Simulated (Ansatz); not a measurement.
Planning a GW calculation on BaNaBiWO6 (F-43m).

```
Na Ba Bi W O
1.0
     0.00000    4.28261    4.28261
     4.28261    0.00000    4.28261
     4.28261    4.28261    0.00000
Na Ba Bi W O
1 1 1 1 6
Cartesian
  6.4239 6.4239 6.4239
  2.1413 2.1413 2.1413
  0.0000 0.0000 0.0000
  4.2826 4.2826 4.2826
  2.3453 4.2826 4.2826
  6.2199 4.2826 4.2826
  4.2826 4.2826 6.2199
  4.2826 4.2826 2.3453
  4.2826 2.3453 4.2826
  4.2826 6.2199 4.2826
```

The cell is the Materials Project's (PBE, PBE+U or r2SCAN) relaxed one; the ions were relaxed with PBE or PBE+U in the database cell. Spin-orbit coupling is left out unless a run names it.

Runs so far (Ansatz 0.2.0, start PBE, PAW set soft_1 files, 4×4×4 mesh). Times are wall times on 1 × NVIDIA H100 80GB HBM3 (shared by 6 runs) with 2 threads of AMD EPYC 7R13 (Zen 3), shared host, good to a factor of about two.

```csv
bands summed,cutoff (eV),gap on the mesh (eV),time
183,54,2.752,15 s
442,108,2.799,22 s
```

**Question.** What should the next rung give, with 903 bands and screening to 180 eV, and where is the limit?

The error falls about as one over the bands when the cutoff rises with them. A line through the two highest rungs given predicts 2.815 eV; the run gave 2.951 eV, a miss of 0.135 eV, so the law fails here: the steps don't follow it yet. The two highest rungs put the limit near 3.097 eV, the pair below near 2.831 eV; neither can be trusted until a further rung is run.

Gaps are over the mesh's points; an edge off the mesh would be missed. Limits: not at the basis limit; no spin-orbit coupling.

[Paths, hosts, dates, memory and timing lines, banners, echoed tables and standing remarks are left out of the program output.]

[Logs are printed without paths, hosts, clocks, repeated set-up lines and the standing remarks that a program may print on its own settings, such as how far it seeks lower states.]

[Runs of the session that timed out or met a known fault of the program may be left out.]

[Cells called generated may have been cut or substituted from an entry of the Crystallography Open Database or the Materials Project.]

[Hosts, paths, dates, database ids (printed as entryN), source tags and the programs' standing remarks are cut or masked in the printed files.]
